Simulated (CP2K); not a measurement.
The C K edge of 2-ethynylthiophene was computed by TDDFT (CP2K XAS_TDP, aug-cc-pVDZ, TDA) at these levels: PBEh(45%), PBEh(45%) + GW2X and PBEh(60%). The first three lines of C1 (bonded to C and H) with a strength over 0.0015, energy in eV and strength:

| run | first | second | third |
| --- | --- | --- | --- |
| 1 | 285.79 (0.050) | 285.85 (0.058) | 289.18 (0.011) |
| 2 | 287.31 (0.039) | 287.59 (0.048) | 290.20 (0.005) |
| 3 | 281.58 (0.040) | 281.86 (0.049) | 284.47 (0.006) |

Q: Which run is which?

Run 1: PBEh(60%) (60 % exact exchange). Run 2: PBEh(45%) + GW2X (45 % exact exchange). Run 3: PBEh(45%) (45 % exact exchange). Self-interaction lifts the core level, so the uncorrected lines rise with the share of exact exchange. The GW2X run keeps the spacings of its parent: 0.28 eV between the first two lines in run 2, 0.28 eV in run 3. Its shift is +5.73 eV, since the Kohn–Sham level at this share of exchange lies that far above the quasiparticle level.

[Hosts, paths, dates, database ids (printed as entryN), source tags and the programs' standing remarks are cut or masked in the printed files.]
